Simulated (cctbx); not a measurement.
# Lattice, Laue class and space group of a new crystal

Cell: a = 13.2030 Å, b = 13.2030 Å, c = 13.2030 Å, α = 90.00°, β = 90.00°, γ = 90.00°. Expected content of the cell: Cd104 Li8.

The data are simulated with cctbx, not measured: synchrotron X-rays, λ = 0.7749 Å, to d = 0.65 Å, 70 % of the full sphere, strongest reflection 20000 counts, noise from counting, a 4 % proportional error and a noise floor of 4 counts (s.d.); no absorption.

Tests on the unmerged data give:

```text
24538 reflections to d = 0.651 A
centring   violations  <I/sigma> of those
    A          1 of 12264      0.0
    B          1 of 12200      0.0
    C          0 of 12286      0.0
    I       1769 of 12178      2.1
    R       2771 of 16402      2.5
    F          1 of 18375      0.0
Laue class    unique    Rint  (classes that these axes allow; Friedel mates merged)
F m m m          1226   0.038
F m -3            417   0.041
F m -3 m          271   0.041
space group    extra absences  I>4sigma  <I/sigma>
F 4 3 2                 0          0         -  acentric
F -4 3 m                0          0         -  acentric
F -4 3 c              869          0      -0.1  acentric
F m -3 m                0          0         -  centric
F m -3 c              869          0      -0.1  centric
Wilson B = 1.00 A^2   <|E^2-1|> = 0.929 (0.968 centric, 0.736 acentric)   E^2>4: 1.7 %
shell (A)         n   <I/sigma>
 7.62 - 1.30     46     46.7
 1.30 - 1.03     34     48.6
 1.03 - 0.90     35     51.3
 0.90 - 0.82     31     53.0
 0.82 - 0.76     35     35.2
 0.76 - 0.72     28     36.1
 0.72 - 0.68     30     42.3
 0.68 - 0.65     32     37.7
```

**Question.** What are the lattice type, the Laue class and the likely space group?

The reflections that A, B, C and F centring forbids are absent (⟨I/σ⟩ near 0), so the lattice is F. F holds A, B and C together.

Rint stays low (0.038 to 0.041) up to F m -3 m, the highest class in these axes.

5 settings pass the absence test. The most absences obeyed, 869, belong to F -4 3 c and F m -3 c, which absences can't tell apart.

⟨|E²−1|⟩ = 0.929 leans to a centrosymmetric structure. The Wilson B of 1.00 Å² means U ≈ 0.0127 Å².

The true group is Fm-3c (no. 226), Laue class m-3m, centrosymmetric. The tables only narrow the choice to the tied entries; cell content, site symmetry and trial solutions must settle it.

The model was made for the exercise: a known structure type with other elements put in, its volume estimated, not relaxed; displacement parameters are assumed.

[Logs are printed without paths, hosts, clocks, repeated set-up lines and the standing remarks that a program may print on its own settings, such as how far it seeks lower states.]
